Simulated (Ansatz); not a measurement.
**Lattice dynamics of YSb (model cell, started as NiAs type)**

How does YSb (model cell, started as NiAs type) vibrate, and is this structure a minimum?

Main program and level: Ansatz 0.2.0; DFT PBEsol, scalar-relativistic, plane waves, PAW.

This is a report of a sequence of runs, with most program output left out.

The structure was built from a prototype and need not be the compound's stable phase.

## (1) The structure

It takes space group P6_3/mmc (No. 194, hexagonal). Conventional cell: a = 4.321 Å, b = 4.321 Å, c = 6.914 Å, α = 90.00°, β = 90.00°, γ = 120.00°. Nearest to Y lie 6 Sb at 3.04 Å. Nearest to Sb lie 6 Y at 3.04 Å. Farther neighbours are not listed.

Structure file:

```
Y Sb
1.0
     4.32113    0.00000    0.00000
    -2.16056    3.74221    0.00000
     0.00000    0.00000    6.91381
Y Sb
2 2
Direct
  0.00000 0.00000 0.00000
  0.00000 0.00000 0.50000
  0.33333 0.66667 0.25000
  0.66667 0.33333 0.75000
```

## (2) Bringing the structure to rest

Harmonic phonons are second derivatives at a point where the forces vanish, and they are wanted at zero stress, so atoms and cell are relaxed first.

The input, input.yaml:

```yaml
crystal:
  lattice:
    - [4.32113, 0.0, 0.0]
    - [-2.16056, 3.74221, 0.0]
    - [0.0, 0.0, 6.91381]
  atoms:
    - { symbol: "Y", position: [0.0, 0.0, 0.0] }
    - { symbol: "Y", position: [0.0, 0.0, 0.5] }
    - { symbol: Sb, position: [0.333333, 0.666667, 0.25] }
    - { symbol: Sb, position: [0.666667, 0.333333, 0.75] }
kpoints:
  mp_grid: { grid: [12, 12, 6] }
hamiltonian:
  xc: pbesol
scf:
  occupations: { method: gaussian, width: 0.1 }
output:
  forces: true
  stress: true
  eigenvalues: true
  write_density: true
  write_potential: true
  elf: true
  volumetric_format: npy
relax:
  adjacent_minimum: "off"
  f_tol: 0.005
  max_steps: 80
  cell: { stress_tol: 0.05 }
```

Launch:

```sh
ansatz run input.yaml --threads 4 --pin off --max-ram 7168MiB --backend cpu --events-out ev --progress --plain --runs-dir out
```

It took 12 s on 4 threads of Intel Xeon 6975P-C (Granite Rapids), shared host; peak memory 0.64 GiB; 39 s of CPU time.

Step by step:

```tsv
step	energy less that of the first step (eV)	largest force component (eV/Å)	pressure (GPa)	volume (Å³)
1	0.0000	0.0000	4.72	111.80
2	-0.1869	0.0000	-0.20	119.04
3	-0.2111	0.0000	0.12	117.89
4	-0.2112	0.0000	0.01	118.08
5*	-0.2119	0.0000	0.01	118.08
```

Relaxation steps marked * repeat the geometry before them on a plane-wave basis chosen anew for their cell, so energy and pressure can jump there.

Forces are held to the 24 operations that the run works with; a distortion that breaks them can't arise in this run.

```tsv
conventional cell, symmetrised	before	after	change
a (Å)	4.321	4.290	-0.7 %
b (Å)	4.321	4.290	-0.7 %
c (Å)	6.914	7.408	+7.1 %
volume (Å³/atom)	27.95	29.52	+5.6 %
```

The relaxed structure:

```cif
data_structure
_symmetry_space_group_name_H-M 'P 1'
_symmetry_Int_Tables_number 1
_cell_length_a 4.2903
_cell_length_b 4.2903
_cell_length_c 7.4077
_cell_angle_alpha 90.000
_cell_angle_beta 90.000
_cell_angle_gamma 120.000
_cell_volume 118.08
loop_
_atom_site_label
_atom_site_type_symbol
_atom_site_fract_x
_atom_site_fract_y
_atom_site_fract_z
_atom_site_occupancy
Y1 Y 0.00000 0.00000 0.00000 1
Y2 Y 0.00000 0.00000 0.50000 1
Sb3 Sb 0.33333 0.66667 0.25000 1
Sb4 Sb 0.66667 0.33333 0.75000 1
```

Numbers from this step:

```
pressure          : 0.01182 GPa
volume per atom   : 29.52 Å³
gap on the k-mesh : 0 eV
```

ELF in the ac plane at fractional y = 0.000, with atoms of Y within 0.2 Å of it. It is the smooth field of the valence electrons, not physical close to the nuclei.

Ten even steps from '0' (0.08) to '9' (0.84), each cell a mean:
```
79950022101798
99720244310499
76202566641146
11024676763101
00246766676310
11367665677531
01357766676420
00035766764200
53113566652024
99610355420379
89940123201699
48950012101897
79950022101798
99720244310499
76202566641146
11024676763101
00246766676310
11367665677531
01357766676420
00035766764200
53113566652024
99610355420379
89940123201699
48950012101897
```
Columns run along a (4.3 Å), rows up along c (7.4 Å). Atoms in or near the plane, at fractional coordinates: Y at (0.00, 0.00), Y at (0.00, 0.50).

Electrostatic potential energy in the ac plane at fractional y = 0.000, with atoms of Y within 0.2 Å of it. With pseudopotentials it is smooth inside the atoms' cores, unlike the true potential.

Values in eV, 24 rows by 14 columns, each cell a mean:
```
-49 -46 -30  -7   5  10  12  12  11   9   2 -14 -38 -48
-41 -35 -17   0   7  11  12  12  12  10   5  -5 -25 -38
-17 -11  -1   6   9  11  11  12  11  10   8   4  -5 -14
  2   4   7   9  10  11  10  10  10  11  10   8   6   3
  9   9  10  11  11  10   9   8   9  10  11  11  10   9
 11  11  12  12  11   9   8   7   8  10  11  12  11  11
 10  10  11  11  11  10   8   8   9  10  11  11  11  10
  5   6   8  10  11  10  10  10  10  11  11  10   8   6
 -8  -4   3   7  10  11  11  11  11  11   9   6   0  -6
-33 -26 -10   2   8  11  12  12  12  10   6  -1 -17 -29
-48 -44 -26  -5   6  10  12  12  12   9   3 -11 -35 -46
-50 -48 -34  -9   5  10  12  12  11   8   1 -17 -42 -49
-49 -46 -30  -7   5  10  12  12  11   9   2 -14 -38 -48
-41 -35 -17   0   7  11  12  12  12  10   5  -5 -25 -38
-17 -11  -1   6   9  11  11  12  11  10   8   4  -5 -14
  2   4   7   9  10  11  10  10  10  11  10   8   6   3
  9   9  10  11  11  10   9   8   9  10  11  11  10   9
 11  11  12  12  11   9   8   7   8  10  11  12  11  11
 10  10  11  11  11  10   8   8   9  10  11  11  11  10
  5   6   8  10  11  10  10  10  10  11  11  10   8   6
 -8  -4   3   7  10  11  11  11  11  11   9   6   0  -6
-33 -26 -10   2   8  11  12  12  12  10   6  -1 -17 -29
-48 -44 -26  -5   6  10  12  12  12   9   3 -11 -35 -46
-50 -48 -34  -9   5  10  12  12  11   8   1 -17 -42 -49
```
Columns run along a (4.3 Å; values clipped at the 3rd and 97th percentile), rows up along c (7.4 Å). Atoms in or near the plane, at fractional coordinates: Y at (0.00, 0.00), Y at (0.00, 0.50).

Valence density in the ac plane at fractional y = 0.000, with atoms of Y within 0.2 Å of it. It is the smooth field of the valence electrons, not physical close to the nuclei.

Ten even steps from '_' (0.1 e/Å³) to '@' (3.6 e/Å³), each cell a mean:
```
@@@@==..______________::**@@
##**::________________..==**
::..____________________..::
____________________________
____________________________
____________________________
____________________________
____________________________
....______________________..
++==..__________________::==
@@%%==..______________..**@@
@@@@++..______________::##@@
@@@@==..______________::**@@
##**::________________..==**
::..____________________..::
____________________________
____________________________
____________________________
____________________________
____________________________
....______________________..
++==..__________________::==
@@%%==..______________..**@@
@@@@++..______________::##@@
```
Columns run along a (4.3 Å), rows up along c (7.4 Å). Atoms in or near the plane, at fractional coordinates: Y at (0.00, 0.00), Y at (0.00, 0.50).

In this step the volume went from 27.95 to 29.52 Å³/atom.

## (3) Relaxing to small forces for the phonons

Phonons need a cell at rest on their own settings, so the relaxation is repeated with tight tolerances on forces and stress, using the mesh and the filling of the phonon run that follows.

The input, input.yaml:

```yaml
crystal:
  lattice:
    - [4.2902568423, -2.8661e-06, 0.0]
    - [-2.145125939, 3.7154728472, 0.0]
    - [0.0, 0.0, 7.4077368427]
  atoms:
    - { symbol: "Y", position: [0.0, 0.0, 0.0] }
    - { symbol: "Y", position: [0.0, 0.0, 0.5] }
    - { symbol: Sb, position: [0.3333333333, 0.6666666667, 0.25] }
    - { symbol: Sb, position: [0.6666666667, 0.3333333333, 0.75] }
kpoints:
  mp_grid: { grid: [12, 12, 6] }
hamiltonian:
  xc: pbesol
scf:
  occupations: { method: methfessel_paxton, width: 0.15 }
output:
  forces: true
  stress: true
  eigenvalues: true
relax:
  adjacent_minimum: "off"
  f_tol: 0.001
  max_steps: 60
  cell: { stress_tol: 0.01 }
```

Run time: 9.4 s. Hardware: 4 threads; peak memory 0.64 GiB; 31 s of CPU time.

Little changed from the start: no atom moved by 0.005 Å and no cell edge by 0.1 %.

This step gave:

```
pressure        : -8.17e-6 GPa
volume per atom : 29.53 Å³
```

The forces vanish by symmetry and the pressure is 0.000 GPa, within the tolerances set. The cell now holds 29.53 Å³/atom.

## (4) Modes at Γ

The zone centre comes first: it holds the modes that light can see, as far as symmetry allows. No field response is asked, since the mesh shows no gap.

input.yaml, the sections that differ from step 3:

```yaml
crystal:
  lattice:
    - [4.2904556944, -2.8663e-06, 0.0]
    - [-2.145225365, 3.7156450583, 0.0]
    - [0.0, 0.0, 7.4083936114]
  atoms:
    - { symbol: "Y", position: [0.0, 0.0, 0.0] }
    - { symbol: "Y", position: [0.0, 0.0, 0.5] }
    - { symbol: Sb, position: [0.3333333333, 0.6666666667, 0.25] }
    - { symbol: Sb, position: [0.6666666667, 0.3333333333, 0.75] }
output:
  eigenvalues: true
phonons:
  method: dfpt
# kpoints, hamiltonian, scf: as in step 3
# relax: removed
```

Wall time 64 s (4 threads); peak memory 3 GiB; 3.5 min of CPU time.

Numbers from this step:

| Item | Value |
| --- | --- |
| sum-rule residual before enforcement | 9.87e-5 eV/Å² |
| point group | 6/mmm |
| highest optical mode at the zone centre (no LO-TO term) | 199.8 cm⁻¹ |
| lowest optical zone-centre mode | 104.7 cm⁻¹ |

Patterns of degenerate modes are one choice out of their space. The modes at Γ (shares of kinetic energy by element, %):

```tsv
mode	frequency (cm⁻¹)	symmetry	Y %	Sb %
1	0.0	acoustic	42	58
2	0.0	acoustic	42	58
3	0.0	acoustic	42	58
4	104.7	E2g	0	100
5	104.7	E2g	0	100
6	110.9	E2u	100	0
7	110.9	E2u	100	0
8	137.8	B1g	0	100
9	139.0	E1u	58	42
10	139.0	E1u	58	42
11	168.3	A2u	58	42
12	199.8	B2u	100	0
```

Displacements in mode 5 (104.7 cm⁻¹), the largest set to 1:
```
Y1   0.00  0.00  0.00
Y2   0.00  0.00  0.00
Sb3  1.00  0.09  0.00
Sb4 -1.00 -0.09  0.00
```

Displacements in mode 12 (199.8 cm⁻¹), the largest set to 1:
```
Y1   0.00  0.00  1.00
Y2   0.00  0.00 -1.00
Sb3  0.00  0.00  0.00
Sb4  0.00  0.00  0.00
```

Before it was imposed, the acoustic sum rule was missed by 9.9e-5 eV/Å². Small misses are needed for a sound result but don't prove that mesh and cutoff are converged. The lowest optical mode is real, 105 cm⁻¹.

## (5) Phonons on a q mesh

The mesh has a single point along some directions, so zone-edge points there are not solved. Linear response on a 2×2×1 q mesh gives force constants as far as a supercell of that size would.

input.yaml, as its differences from that of step 4:

```diff
@@ -20 +20,9 @@
   method: dfpt
+  qmesh: [2, 2, 1]
+  temperatures: { t_max: 1000, t_step: 50 }
+  qpath:
+    path:
+      - [[0.0, 0.0, 0.0], [0.5, 0.0, 0.0], [0.33333333, 0.33333333, 0.0], [0.0, 0.0, 0.0], [0.0, 0.0, 0.5], [0.5, 0.0, 0.5], [0.33333333, 0.33333333, 0.5], [0.0, 0.0, 0.5]]
+      - [[0.5, 0.0, 0.5], [0.5, 0.0, 0.0]]
+      - [[0.33333333, 0.33333333, 0.5], [0.33333333, 0.33333333, 0.0]]
+    npoints: 10
```

Wall time 2.7 min (4 threads); peak memory 3.7 GiB.

This step gave:

```
sum-rule residual before enforcement                          : 1.08e-4 eV/Å²
lowest mode on the q mesh (acoustic modes at Γ apart)         : 58.56 cm⁻¹
highest frequency at a solved wavevector (no LO-TO term at Γ) : 199.8 cm⁻¹
```

Frequencies (cm⁻¹) solved at each irreducible wavevector; negative means imaginary. Frequencies by wavevector, by row:

```tsv
q in reciprocal lattice units	star	mode 1	mode 2	mode 3	mode 4	mode 10	mode 11	mode 12
0 0 0	1	0	0	0	104.7	139	168.3	199.8
0 -0.5 0	3	58.6	70.7	88.5	111.4	166.4	169.5	183
```

Symmetry leaves 2 wavevectors to solve. The lowest mode among them, the acoustic zeros apart, lies at q = (0, -0.5, 0) and is real, 58.6 cm⁻¹.

## (6) Isotope substitution

An isotope changes the mass and not the force constants, so no new electronic calculation is needed; the shifts show which modes move this element.

The same force constants with the mass of Sb changed from 121.760 to 122.904 u (phonopy, no LO-TO term). Both lists are sorted by frequency; levels can cross, so a row need not hold one and the same mode. Modes under 3 cm⁻¹ are left out. Isotope shifts, by row:

```tsv
q	rank	natural mass (cm⁻¹)	changed mass (cm⁻¹)
0 0 0	4	104.7	104.2
0 0 0	5	104.7	104.2
0 0 0	6	110.9	110.9
0 0 0	7	110.9	110.9
0 0 0	8	137.8	137.2
0 0 0	9	139	138.8
0 0 0	10	139	138.8
0 0 0	11	168.3	167.9
0 0 0	12	199.8	199.8
0 -0.5 0	1	58.56	58.39
0 -0.5 0	2	70.73	70.54
0 -0.5 0	3	88.54	88.22
0 -0.5 0	4	111.4	110.9
0 -0.5 0	5	113.5	113.5
0 -0.5 0	6	121.8	121.2
0 -0.5 0	7	123	123
0 -0.5 0	8	128.7	128.1
0 -0.5 0	9	137.8	137.6
0 -0.5 0	10	166.4	166.4
0 -0.5 0	11	169.5	169.2
0 -0.5 0	12	183	182.9
```

A mode of this element alone would shift by -0.47 %. The highest zone-centre frequency without the field goes from 199.8 to 199.8 cm⁻¹ (+0.0 %). The product of the frequency ratios over all optical modes at Γ is 0.980; the product rule, (m/m′)^(3k/2) (M′/M)^(3/2) with k = 2 such atoms and M the mass of the cell, gives 0.980.

## (7) Outcome

```
space group after relaxation (within 0.01 Å)            : P6_3/mmc
volume per atom                                         : 29.5 Å³
electronic character                                    : no gap on this mesh
highest optical mode at the zone centre (no LO-TO term) : 200 cm⁻¹
lowest optical zone-centre mode                         : 105 cm⁻¹
lowest mode on the q mesh (acoustic modes at Γ apart)   : 58.6 cm⁻¹
imaginary modes on the 2×2×1 q mesh                     : none
```

What this shows: The structure is a minimum as far as tested: no mode is imaginary at the 2 irreducible wavevectors of the 2×2×1 mesh, and the softest away from the acoustic zeros lies at 59 cm⁻¹. The optical modes at Γ span 105 to 200 cm⁻¹. The highest mode in this list at Γ, 199.8 cm⁻¹, is mostly motion of Y (100 % of the kinetic energy). The q mesh is too sparse to interpolate, so only the solved wavevectors are given. With no gap, or one that is small against the smearing, the frequencies hang on the k mesh and the smearing, most of all near Kohn anomalies. Spin-orbit coupling is left out, which can matter for the heavy elements here. The starting cell was built on a prototype and not taken from a measurement, so the phase need not exist. These are harmonic frequencies at zero temperature: anharmonic shifts, linewidths and thermal expansion are left out.

[Logs are printed without paths, hosts, clocks, repeated set-up lines and the standing remarks that a program may print on its own settings, such as how far it seeks lower states.]

[Hosts, paths, dates, database ids (printed as entryN), source tags and the programs' standing remarks are cut or masked in the printed files.]
